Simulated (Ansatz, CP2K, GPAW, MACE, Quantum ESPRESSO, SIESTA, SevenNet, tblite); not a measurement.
# What went wrong? GPAW on random rock-salt alloy of CaS and PbS (64 atoms)

Program: GPAW 26.7.0, a calculation on a cell of 12 Pb, 32 S and 20 Ca, 24.2 Å³ an atom.

The input, run.py:

```python
import numpy as np
from ase.io import read
from gpaw import GPAW, FermiDirac

atoms = read("structure.xyz")
atoms.calc = GPAW(
    mode="lcao",
    basis="tzp",
    h=0.2,
    xc="PBE",
    kpts={"size": (1, 1, 1), "gamma": True},
    occupations=FermiDirac(0.05),
    maxiter=60,
    symmetry={"point_group": False},
    txt="gpaw.txt",
)
energy = atoms.get_potential_energy(force_consistent=True)
forces = atoms.get_forces()
print(f"energy {energy:.6f} eV")
print("forces (eV/A)")
for i, (a, f) in enumerate(zip(atoms, forces)):
    print(f"{i:4d} {a.symbol:2s} {f[0]:10.5f} {f[1]:10.5f} {f[2]:10.5f}")
print(f"Fermi level {atoms.calc.get_fermi_level():.4f} eV")
for k in range(len(atoms.calc.get_ibz_k_points())):
    for s in range(atoms.calc.get_number_of_spins()):
        e = atoms.calc.get_eigenvalues(kpt=k, spin=s)
        n = np.searchsorted(e, atoms.calc.get_fermi_level())
        print(f"k {k} spin {s} levels about the Fermi level:", np.round(e[max(n - 6, 0):n], 4).tolist(), "|", np.round(e[n:n + 6], 4).tolist())
```

The input, structure.xyz:

```xyz
64
Lattice="11.56460 0.00000 0.00000 0.00000 11.56460 0.00000 0.00000 0.00000 11.56460" Properties=species:S:1:pos:R:3 pbc="T T T"
Pb 11.51811 11.55419 11.49128
S 2.96539 11.55072 11.50805
Pb 11.53187 2.91555 2.95545
S 2.88999 2.89173 2.90850
Ca 2.81876 11.54806 2.89543
S 0.01596 0.01943 2.85542
Ca 2.91150 2.80858 0.01712
S 0.04822 2.79690 0.02556
Pb 0.11611 11.49822 5.83006
S 2.81274 0.00197 5.78947
[... 50 atom lines left out ...]
Pb 8.60788 5.72320 8.64419
S 5.73766 5.74876 8.66362
Pb 8.72295 8.78331 5.92223
S 5.80763 8.62152 5.89101
```

On the command line:

```bash
OMP_NUM_THREADS=1 python run.py > output.txt
```

What it wrote:

```text
FileNotFoundError: Could not find required basis set file "Pb.tzp.basis".
You need to set the GPAW_SETUP_PATH environment variable to point to
the directories where PAW dataset and basis files are stored.  See
for details.
```

gpaw.txt:

```text
Input parameters:
  mode=LCAO(),
  basis={'default': 'tzp'},
  h=0.2,
  kpts=MonkhorstPack(size=(1, 1, 1), gamma=True),
  maxiter=60,
  occupations=Occupations(name='fermi-dirac', width=0.05, fixmagmom=False),
  symmetry=Symmetry(point_group=False),
  xc=XC(name='PBE')
timing:  # [seconds]
  Total: 0.025  # ━━━━━━━━━━━━━━━━━━━━━━━━━━━━━━━━━━━━━━━━━━━━━━━━━━━━━━━━━━━
  Init:  0.007  # ━━━━━━━━━━━━━━━━━
```

Wall time 1.1 s (1 thread of Arm Neoverse V2, shared host); peak memory 0.12 GiB.

Banners, paths, timers and routine set-up lines are dropped from the logs unmarked, and long logs keep their key lines alone; longer cuts are marked.

Q: Find the fault and mend it.

A basis that isn't there: basis tzp. The sound run has basis dzp.

The program stopped at the start.

[Also dropped from logs without a mark: logging warnings of Python, and SIESTA's first energy breakdown and zero terms.]

[Logs are printed without paths, hosts, clocks, repeated set-up lines and the standing remarks that a program may print on its own settings, such as how far it seeks lower states.]

[Hosts, paths, dates, database ids (printed as entryN), source tags and the programs' standing remarks are cut or masked in the printed files.]
